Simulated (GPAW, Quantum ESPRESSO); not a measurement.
# MgO (Periclase, Fm-3m): the Mg K absorption edge, part 2 of 2

Aim: the Mg K edge of MgO (Periclase, Fm-3m) by two routes, a Lanczos recursion (XSpectra) and a sum over empty bands (GPAW), to see which features are robust.

Quantum ESPRESSO 7.5 and GPAW 26.7.0; core-hole supercells, plane-wave PAW PBE.

So far. Step 11 (Excitation energy, Mg atom 1 (Quantum ESPRESSO)): The total-energy difference is 1317.20 eV. With the free-atom term of -12.99 eV for this edge, the photon energy is 1304.21 eV. Step 12 (The field without a hole (GPAW)): The mesh shows a gap of 4.74 eV, so the hole is first treated in a charged cell, without the excited electron.

The database entry behind the starting cell differs from later determinations by our own check (about 0.1 % long), so it need not match the best structure at ambient conditions.

**13. Spectrum without a core hole, Mg atom 1 (GPAW)**

Without a hole the spectrum is the empty density of states of the right symmetry on the absorber, weighted by matrix elements. It needs only the small cell and serves as the baseline. The data set with a hole of occupation 0 only carries the core orbital.

Input file xas.py:

```python
import numpy as np
from ase import Atoms
from ase.parallel import parprint, paropen
from gpaw import GPAW, PW, FermiDirac, Mixer, MixerDif, setup_paths
from gpaw.test import gen
setup_paths.insert(0, '.')
gen('Mg', name='nch1s', xcname='PBE', corehole=(1, 0, 0), write_xml=True)
from gpaw.mpi import world
world.barrier()

atoms = Atoms('MgO',
    cell=[[0, 2.1085, 2.1085],
     [2.1085, 0, 2.1085],
     [2.1085, 2.1085, 0]],
    scaled_positions=[[0, 0, 0],
     [0.5, 0.5, 0.5]],
    pbc=True)
atoms.calc = calc = GPAW(legacy_gpaw=True, mode=PW(500, force_complex_dtype=True), xc='PBE', setups={0: 'nch1s'},
    kpts={'size': (10, 10, 10), 'gamma': True}, occupations=FermiDirac(0.02),
    charge=0, mixer=Mixer(0.1, 5, 50), maxiter=150,
    convergence={'density': 0.0001, 'eigenstates': 1e-6}, txt='scf.txt')
energy = atoms.get_potential_energy() + calc.get_reference_energy()
ef = calc.get_fermi_level()
out = dict(energy=energy, fermi=ef, forces=atoms.get_forces().tolist())
parprint(f'all-electron energy {energy:.4f} eV, Fermi level {ef:.4f} eV')
ev = np.array([[calc.get_eigenvalues(k, s) for k in range(len(calc.get_ibz_k_points()))] for s in range(calc.get_number_of_spins())])
out['homo'], out['lumo'], out['counts'] = ev[ev < ef].max(), ev[ev > ef].min(), sorted(set((ev < ef).sum((0, 2)).tolist()))
out['filled'] = (ev[:, 0] < ef).sum(1).tolist()

from ase.units import Ha
from gpaw.xas import dipole_matrix_elements
nb = int(calc.get_number_of_electrons() / 2) + 15
top = nb
nscf = calc.fixed_density(kpts={'size': (9, 9, 9), 'gamma': True},
    convergence={'eigenstates': 1.0}, txt='nscf.txt')
nscf.diagonalize_full_hamiltonian(nbands=nb)
cell = atoms.cell.array
ops = [cell.T @ U.T @ np.linalg.inv(cell.T) for U in nscf.wfs.kd.symmetry.op_scc]
filled = [8]  # bands filled in the ground state, by spin
E = np.arange(-25, 34, 0.1)
fwhm = np.interp(E, [4, 25], [0.9, 3.5])
Y, X, zero, highest = 0, 0, 1e9, 1e9
for spin in range(nscf.get_number_of_spins()):
    wfs = nscf.wfs
    mine = wfs.bd.get_slice()  # this rank's bands
    A = dipole_matrix_elements(wfs.setups[0])
    eps = np.zeros((wfs.kd.nibzkpts, nb))
    d = np.zeros((3, A.shape[1], wfs.kd.nibzkpts, nb), complex)
    for kpt in wfs.kpt_u:
        if kpt.s == spin and 0 in kpt.P_ani:
            eps[kpt.k, mine] = kpt.eps_n * Ha
            d[:, :, kpt.k, mine] = (kpt.weight * wfs.nspins / 2) ** 0.5 * np.inner(A, kpt.P_ani[0])
    world.sum(eps)
    world.sum(d)
    T = np.einsum('amkn,bmkn->abkn', d, d.conj()).real
    T = sum(np.einsum('ai,ijkn,bj->abkn', R, T, R) for R in ops) / len(ops)
    empty = np.ones_like(eps, bool) & (np.arange(nb) >= filled[spin])
    zero, highest = min(zero, eps[empty].min()), min(highest, eps[:, top - 1].min())
    lines = [(eps, T, empty)] if spin == 0 else lines + [(eps, T, empty)]
for eps, T, empty in lines:
    f = np.einsum('aakn->akn', T).reshape(3, -1)
    x = eps.ravel() - zero
    w = np.interp(x, E, fwhm) / 2.35482
    g = np.exp(-0.5 * ((E[:, None] - x) / w) ** 2) / (w * (2 * np.pi) ** 0.5)
    Y = Y + (f * empty.ravel()) @ g.T
    X = X + (f * ~empty.ravel()) @ g.T
out.update(E=E.round(2).tolist(), xas=Y.tolist(), xes=X.tolist(), zero=zero, valid=highest - zero, nk=len(eps), nb=nb)
for i in range(0, len(E), 10):
    parprint(f'{E[i]:7.2f}', *(f'{v:10.3e}' for v in Y[:, i]))
import json
with paropen('out.json', 'w') as f:
    json.dump(out, f)
```

On the command line:

```bash
OMP_NUM_THREADS=1 mpirun -n 4 gpaw python xas.py
```

Elapsed: 6.7 s, on 4 MPI ranks of Intel Xeon Platinum 8375C at 2.90GHz (Ice Lake), shared host; peak memory 0.2 GiB; 26 s of CPU time.

The Mg K spectrum, Mg atom 1, no core hole (energy from the lowest empty level; intensity scaled to a mean of 1 over the first 20 eV):

| E (eV) | intensity |
| --- | --- |
| -2.0 | 0.00 |
| -1.4 | 0.00 |
| -0.8 | 0.00 |
| -0.2 | 0.00 |
| 0.4 | 0.00 |
| 1.0 | 0.01 |
| 1.6 | 0.04 |
| 2.2 | 0.08 |
| 2.8 | 0.24 |
| 3.4 | 0.55 |
| 4.0 | 0.64 |
| 4.6 | 0.75 |
| 5.2 | 0.71 |
| 5.8 | 0.56 |
| 6.4 | 0.38 |
| 7.0 | 0.51 |
| 7.6 | 0.71 |
| 8.2 | 0.87 |
| 8.8 | 0.92 |
| 9.4 | 0.90 |
| 10.0 | 0.97 |
| 10.6 | 1.29 |
| 11.2 | 1.97 |
| 11.8 | 2.82 |
| 12.4 | 3.27 |
| 13.0 | 2.98 |
| 13.6 | 2.33 |
| 14.2 | 1.77 |
| 14.8 | 1.36 |
| 15.4 | 1.04 |
| 16.0 | 0.82 |
| 16.6 | 0.71 |
| 17.2 | 0.68 |
| 17.8 | 0.71 |
| 18.4 | 0.76 |
| 19.0 | 0.82 |
| 19.6 | 0.89 |
| 20.2 | 0.99 |
| 20.8 | 1.08 |
| 21.4 | 1.14 |
| 22.0 | 1.17 |
| 22.6 | 1.18 |
| 23.2 | 1.19 |
| 23.8 | 1.18 |
| 24.4 | 1.12 |
| 25.0 | 1.02 |
| 25.6 | 0.89 |
| 26.2 | 0.76 |
| 26.8 | 0.66 |
| 27.4 | 0.59 |
| 28.0 | 0.54 |
| 28.6 | 0.51 |
| 29.2 | 0.48 |
| 29.8 | 0.45 |
| 30.4 | 0.41 |
| 31.0 | 0.38 |
| 31.6 | 0.37 |

Main maxima below 24 eV (height): 4.8 eV (0.77), 12.4 eV (3.27) and 23.2 eV (1.19). 

The same matrix elements for filled bands give the Mg K emission of Mg atom 1 (ground-state approximation; energy from the lowest empty level, largest value 1):

| E (eV) | emission |
| --- | --- |
| -24.00 | 0.00 |
| -23.25 | 0.00 |
| -22.50 | 0.00 |
| -21.75 | 0.07 |
| -21.00 | 0.47 |
| -20.25 | 0.36 |
| -19.50 | 0.01 |
| -18.75 | 0.00 |
| -18.00 | 0.00 |
| -17.25 | 0.00 |
| -16.50 | 0.00 |
| -15.75 | 0.00 |
| -15.00 | 0.00 |
| -14.25 | 0.00 |
| -13.50 | 0.00 |
| -12.75 | 0.00 |
| -12.00 | 0.00 |
| -11.25 | 0.00 |
| -10.50 | 0.00 |
| -9.75 | 0.01 |
| -9.00 | 0.29 |
| -8.25 | 0.91 |
| -7.50 | 0.56 |
| -6.75 | 0.74 |
| -6.00 | 1.00 |
| -5.25 | 0.52 |
| -4.50 | 0.07 |
| -3.75 | 0.00 |
| -3.00 | 0.00 |
| -2.25 | 0.00 |
| -1.50 | 0.00 |
| -0.75 | 0.00 |
| 0.00 | 0.00 |
| 0.75 | 0.00 |
| 1.50 | 0.00 |
| 2.25 | 0.00 |
| 3.00 | 0.00 |

Emission maxima: -20.6 eV (0.58), -8.2 eV (0.91) and -6.0 eV (1.00).

**14. Supercell without a hole, the energy reference (GPAW)**

Total energies of two programs can't be mixed, so the cell and mesh of GPAW's hole run get a reference energy of their own.

Input file scf.py:

```python
import numpy as np
from ase import Atoms
from ase.parallel import parprint, paropen
from gpaw import GPAW, PW, FermiDirac, Mixer, MixerDif, setup_paths
from gpaw.test import gen
setup_paths.insert(0, '.')
gen('Mg', name='nch1s', xcname='PBE', corehole=(1, 0, 0), write_xml=True)
from gpaw.mpi import world
world.barrier()

atoms = Atoms('Mg8O8',
    cell=[[0, 4.217, 4.217],
     [4.217, 0, 4.217],
     [4.217, 4.217, 0]],
    scaled_positions=[[0, 0, 0],
     [0, 0, 0.5],
     [0, 0.5, 0],
     [0.5, 0, 0],
     [0, 0.5, 0.5],
     [0.5, 0, 0.5],
     [0.5, 0.5, 0],
     [0.5, 0.5, 0.5],
     [0.25, 0.25, 0.25],
     [0.25, 0.25, 0.75],
     [0.25, 0.75, 0.25],
     [0.75, 0.25, 0.25],
     [0.25, 0.75, 0.75],
     [0.75, 0.25, 0.75],
     [0.75, 0.75, 0.25],
     [0.75, 0.75, 0.75]],
    pbc=True)
atoms.calc = calc = GPAW(legacy_gpaw=True, mode=PW(500, force_complex_dtype=True), xc='PBE', setups={0: 'nch1s'},
    kpts={'size': (4, 4, 4), 'gamma': True}, occupations=FermiDirac(0.02),
    charge=0, mixer=Mixer(0.1, 5, 50), maxiter=150,
    convergence={'density': 0.0001, 'eigenstates': 1e-6}, txt='scf.txt')
energy = atoms.get_potential_energy() + calc.get_reference_energy()
ef = calc.get_fermi_level()
out = dict(energy=energy, fermi=ef, forces=atoms.get_forces().tolist())
parprint(f'all-electron energy {energy:.4f} eV, Fermi level {ef:.4f} eV')
ev = np.array([[calc.get_eigenvalues(k, s) for k in range(len(calc.get_ibz_k_points()))] for s in range(calc.get_number_of_spins())])
out['homo'], out['lumo'], out['counts'] = ev[ev < ef].max(), ev[ev > ef].min(), sorted(set((ev < ef).sum((0, 2)).tolist()))
out['filled'] = (ev[:, 0] < ef).sum(1).tolist()
import json
with paropen('out.json', 'w') as f:
    json.dump(out, f)
```

On the command line:

```bash
OMP_NUM_THREADS=1 mpirun -n 4 gpaw python scf.py
```

It took 18 s on 4 MPI ranks; peak memory 0.3 GiB; 70 s of CPU time.

Reference energy: -60018.242 eV with the cores included.

**15. Spectrum with FCH, Mg atom 1 (GPAW)**

The holes are 6.0 Å apart. The excited electron is left out and a uniform background balances the charge. After the field has converged, empty bands are computed with the density fixed and the dipole matrix elements are summed.

Changes to xas.py since step 13:

```diff
@@ -6,3 +6,3 @@
 setup_paths.insert(0, '.')
-gen('Mg', name='nch1s', xcname='PBE', corehole=(1, 0, 0), write_xml=True)
+gen('Mg', name='fch1s', xcname='PBE', corehole=(1, 0, 1), write_xml=True)
 from gpaw.mpi import world
@@ -10,11 +10,25 @@
 
-atoms = Atoms('MgO',
-    cell=[[0, 2.1085, 2.1085],
-     [2.1085, 0, 2.1085],
-     [2.1085, 2.1085, 0]],
+atoms = Atoms('Mg8O8',
+    cell=[[0, 4.217, 4.217],
+     [4.217, 0, 4.217],
+     [4.217, 4.217, 0]],
     scaled_positions=[[0, 0, 0],
-     [0.5, 0.5, 0.5]],
+     [0, 0, 0.5],
+     [0, 0.5, 0],
+     [0.5, 0, 0],
+     [0, 0.5, 0.5],
+     [0.5, 0, 0.5],
+     [0.5, 0.5, 0],
+     [0.5, 0.5, 0.5],
+     [0.25, 0.25, 0.25],
+     [0.25, 0.25, 0.75],
+     [0.25, 0.75, 0.25],
+     [0.75, 0.25, 0.25],
+     [0.25, 0.75, 0.75],
+     [0.75, 0.25, 0.75],
+     [0.75, 0.75, 0.25],
+     [0.75, 0.75, 0.75]],
     pbc=True)
-atoms.calc = calc = GPAW(legacy_gpaw=True, mode=PW(500, force_complex_dtype=True), xc='PBE', setups={0: 'nch1s'},
-    kpts={'size': (10, 10, 10), 'gamma': True}, occupations=FermiDirac(0.02),
+atoms.calc = calc = GPAW(legacy_gpaw=True, mode=PW(500, force_complex_dtype=True), xc='PBE', setups={0: 'fch1s'},
+    kpts={'size': (4, 4, 4), 'gamma': True}, occupations=FermiDirac(0.02),
     charge=0, mixer=Mixer(0.1, 5, 50), maxiter=150,
@@ -31,11 +45,10 @@
 from gpaw.xas import dipole_matrix_elements
-nb = int(calc.get_number_of_electrons() / 2) + 15
-top = nb
-nscf = calc.fixed_density(kpts={'size': (9, 9, 9), 'gamma': True},
-    convergence={'eigenstates': 1.0}, txt='nscf.txt')
-nscf.diagonalize_full_hamiltonian(nbands=nb)
+nb = int(calc.get_number_of_electrons() / 2) + 92
+top, nb = nb, nb + 8 + nb // 12
+nscf = calc.fixed_density(kpts={'size': (5, 5, 5), 'gamma': True}, nbands=nb,
+    convergence={'bands': top, 'eigenstates': 5e-3}, maxiter=60, txt='nscf.txt')
 cell = atoms.cell.array
 ops = [cell.T @ U.T @ np.linalg.inv(cell.T) for U in nscf.wfs.kd.symmetry.op_scc]
-filled = [8]  # bands filled in the ground state, by spin
-E = np.arange(-25, 34, 0.1)
+filled = [64]  # bands filled in the ground state, by spin
+E = np.arange(-6, 34, 0.1)
 fwhm = np.interp(E, [4, 25], [0.9, 3.5])
```

On the command line:

```bash
OMP_NUM_THREADS=1 mpirun -n 4 gpaw python xas.py
```

Wall time 40 s (4 MPI ranks); peak memory 0.33 GiB; 2.6 min of CPU time.

The Mg K spectrum, Mg atom 1, full core hole (charged cell) (energy from the lowest empty level; intensity scaled to a mean of 1 over the first 20 eV):

```csv
E (eV),intensity
-2.0,0.00
-1.5,0.00
-1.0,0.00
-0.5,0.00
0.0,0.00
0.5,0.01
1.0,0.02
1.5,0.04
2.0,0.06
2.5,0.23
3.0,0.80
3.5,1.38
4.0,1.75
4.5,2.06
5.0,1.71
5.5,1.44
6.0,1.22
6.5,0.87
7.0,0.73
7.5,1.04
8.0,1.64
8.5,2.04
9.0,2.00
9.5,1.94
10.0,2.09
10.5,2.26
11.0,2.30
11.5,2.12
12.0,1.70
12.5,1.19
13.0,0.80
13.5,0.59
14.0,0.51
14.5,0.48
15.0,0.46
15.5,0.43
16.0,0.40
16.5,0.39
17.0,0.39
17.5,0.41
18.0,0.44
18.5,0.49
19.0,0.54
19.5,0.58
20.0,0.62
20.5,0.65
21.0,0.66
21.5,0.67
22.0,0.68
22.5,0.69
23.0,0.69
23.5,0.68
24.0,0.66
24.5,0.62
25.0,0.57
25.5,0.50
26.0,0.44
26.5,0.38
27.0,0.34
27.5,0.31
28.0,0.29
28.5,0.27
29.0,0.26
```

Main maxima below 24 eV (height): 4.5 eV (2.06), 8.7 eV (2.06), 10.9 eV (2.31) and 22.9 eV (0.69). 

The hole costs E(hole) − E(ground) = 1306.50 eV, and the lowest empty level of the hole cell on the spectrum's mesh lies at 9.15 eV, which puts the zero at 1315.65 eV. With the free-atom term of -12.99 eV for this edge, the photon energy is 1302.66 eV.

**16. Excitation energy, Mg atom 1 (GPAW)**

Changed against the first core-hole run: core hole to XCH, with the smearing that suits a partly filled band.

Changes to scf.py since step 14:

```diff
@@ -6,3 +6,3 @@
 setup_paths.insert(0, '.')
-gen('Mg', name='nch1s', xcname='PBE', corehole=(1, 0, 0), write_xml=True)
+gen('Mg', name='fch1s', xcname='PBE', corehole=(1, 0, 1), write_xml=True)
 from gpaw.mpi import world
@@ -31,5 +31,5 @@
     pbc=True)
-atoms.calc = calc = GPAW(legacy_gpaw=True, mode=PW(500, force_complex_dtype=True), xc='PBE', setups={0: 'nch1s'},
-    kpts={'size': (4, 4, 4), 'gamma': True}, occupations=FermiDirac(0.02),
-    charge=0, mixer=Mixer(0.1, 5, 50), maxiter=150,
+atoms.calc = calc = GPAW(legacy_gpaw=True, mode=PW(500, force_complex_dtype=True), xc='PBE', setups={0: 'fch1s'},
+    kpts={'size': (4, 4, 4), 'gamma': True}, occupations=FermiDirac(0.04),
+    charge=-1, mixer=Mixer(0.1, 5, 50), maxiter=150,
     convergence={'density': 0.0001, 'eigenstates': 1e-6}, txt='scf.txt')
```

On the command line:

```bash
OMP_NUM_THREADS=1 mpirun -n 4 gpaw python scf.py
```

Elapsed: 20 s, on 4 MPI ranks; peak memory 0.3 GiB; 80 s of CPU time.

The total-energy difference is 1317.16 eV. With the free-atom term of -12.99 eV for this edge, the photon energy is 1304.17 eV.

**17. The two programs side by side**

The line shapes differ (Lorentzian half width 0.4 eV up to 4 eV, rising linearly to 1.75 eV at 25 eV (not a setting of the program: the run's 0.4 eV curve was folded afterwards with a further Lorentzian above 4 eV), against Gaussian full width 0.9 eV up to 4 eV, rising linearly to 3.5 eV at 25 eV), so both get a further Gaussian of 1.5 eV full width before they are compared; the Lorentzian tails remain.

| E (eV) | XSpectra | GPAW |
| --- | --- | --- |
| -2.00 | 0.05 | 0.00 |
| -1.25 | 0.06 | 0.00 |
| -0.50 | 0.08 | 0.00 |
| 0.25 | 0.10 | 0.01 |
| 1.00 | 0.15 | 0.03 |
| 1.75 | 0.26 | 0.12 |
| 2.50 | 0.52 | 0.44 |
| 3.25 | 0.97 | 1.05 |
| 4.00 | 1.38 | 1.61 |
| 4.75 | 1.49 | 1.73 |
| 5.50 | 1.35 | 1.45 |
| 6.25 | 1.17 | 1.10 |
| 7.00 | 1.15 | 1.01 |
| 7.75 | 1.39 | 1.37 |
| 8.50 | 1.67 | 1.81 |
| 9.25 | 1.78 | 1.99 |
| 10.00 | 1.85 | 2.10 |
| 10.75 | 1.86 | 2.17 |
| 11.50 | 1.70 | 1.96 |
| 12.25 | 1.34 | 1.45 |
| 13.00 | 0.99 | 0.92 |
| 13.75 | 0.78 | 0.61 |
| 14.50 | 0.67 | 0.50 |
| 15.25 | 0.61 | 0.44 |
| 16.00 | 0.57 | 0.41 |
| 16.75 | 0.56 | 0.40 |
| 17.50 | 0.57 | 0.42 |
| 18.25 | 0.60 | 0.47 |
| 19.00 | 0.64 | 0.53 |
| 19.75 | 0.68 | 0.60 |
| 20.50 | 0.70 | 0.64 |
| 21.25 | 0.71 | 0.66 |
| 22.00 | 0.72 | 0.68 |
| 22.75 | 0.72 | 0.68 |
| 23.50 | 0.70 | 0.67 |
| 24.25 | 0.67 | 0.63 |
| 25.00 | 0.61 | 0.56 |
| 25.75 | 0.55 | 0.47 |
| 26.50 | 0.50 | 0.39 |
| 27.25 | 0.46 | 0.33 |
| 28.00 | 0.44 | 0.29 |
| 28.75 | 0.42 | 0.27 |

|  | XSpectra | GPAW |
| --- | --- | --- |
| k mesh of the spectrum | 5×5×5 | 5×5×5 |
| cutoff (eV) | 639 | 500 |
| highest intensity below 16 eV after the common broadening, eV (height) | 10.5 (1.87) | 10.7 (2.17) |
| zero, corrected photon energy (eV) | 1302.7 | 1302.7 |
| core time, hole field and spectrum | 12 min | 2.6 min |

**18. What the core hole does**

XSpectra's curves. Both curves are counted from their own zero, so only the shift of weight within the empty states shows.

```csv
E (eV),no hole,FCH
-2.0,0.02,0.03
-1.0,0.03,0.04
0.0,0.04,0.06
1.0,0.06,0.10
2.0,0.12,0.20
3.0,0.33,0.73
4.0,0.52,1.33
5.0,0.63,1.45
6.0,0.49,1.22
7.0,0.56,0.82
8.0,0.84,1.57
9.0,0.98,1.69
10.0,1.01,2.03
11.0,1.46,2.21
12.0,3.37,1.71
13.0,2.79,0.76
14.0,1.95,0.67
15.0,1.28,0.53
16.0,0.89,0.46
17.0,0.69,0.50
18.0,0.91,0.53
19.0,0.88,0.66
20.0,0.95,0.89
21.0,1.33,0.74
22.0,1.22,0.79
23.0,1.34,0.86
24.0,1.47,0.99
25.0,1.22,0.80
26.0,0.65,0.44
27.0,0.75,0.43
28.0,0.60,0.42
29.0,0.57,0.39
30.0,0.61,0.41
31.0,0.39,0.32
32.0,0.47,0.34
```

With each curve scaled to its own mean, the area from −2 to 6 eV with the hole is 4.7 against 2.0, and the centre of weight from −1 to 20 eV moves by -2.3 eV: the hole pulls the absorber's empty states down.

**19. Results**

| Property | Result |
| --- | --- |
| absorber and edge | Mg K, atom 1 of the ground-state input (counted from 1) |
| surroundings | 6 O at 2.11 Å (octahedral, site symmetry m-3m) |
| highest intensity below 16 eV (XSpectra, narrow line) | 11.4 eV above the zero, height 2.42 |
| photon energy of the zero, with the added terms | 1302.7 eV (raw 1315.7 eV; uncertain by a few eV) |

What this shows: The two programs agree on the overall shape: 13 % r.m.s. remains over the first 14 eV after a relative shift of 0.0 eV, and their photon-energy zeros differ by 0.0 eV. What differs may come from the PAW partial waves, meshes, cutoffs and line shapes. In XSpectra the Mg K edge of atom 1, with 6 O at 2.11 Å (octahedral, site symmetry m-3m), has its highest intensity of the first 16 eV at 11.4 eV above the zero, near 1314 eV in photon energy (uncertain by a few eV), 2.4 times the mean level of the first 20 eV (Lorentzian half width 0.4 eV). In XSpectra: With each curve scaled to its own mean, the area from −2 to 6 eV with the hole is 4.7 against 2.0, and the centre of weight from −1 to 20 eV moves by -2.3 eV: the hole pulls the absorber's empty states down. In GPAW: With each curve scaled to its own mean, the area from −2 to 6 eV with the hole is 5.1 against 2.1, and the centre of weight from −1 to 20 eV moves by -2.5 eV: the hole pulls the absorber's empty states down. In XSpectra the neutral-cell energy lies +1.5 eV from the charged-cell zero, a gap made of the charged-cell error and of where the added electron settles. In GPAW the neutral-cell energy lies +1.5 eV from the charged-cell zero, a gap made of the charged-cell error and of where the added electron settles. The holes are only 6.0 Å apart, so the shape is probably not converged with cell size; no larger cell was run here. The structure is a published determination, not relaxed.

[Logs are printed without paths, hosts, clocks, repeated set-up lines and the standing remarks that a program may print on its own settings, such as how far it seeks lower states.]

[Hosts, paths, dates, database ids (printed as entryN), source tags and the programs' standing remarks are cut or masked in the printed files.]

[Lists of maxima count a maximum above −3 eV only where it reaches 4 % of the highest in the window and stands out from its surroundings by 2 % of it (1.5 % where it reaches 55 %); shoulders and weaker maxima are passed over, and of the rest the first, up to two pre-edge ones and the few strongest are named.]
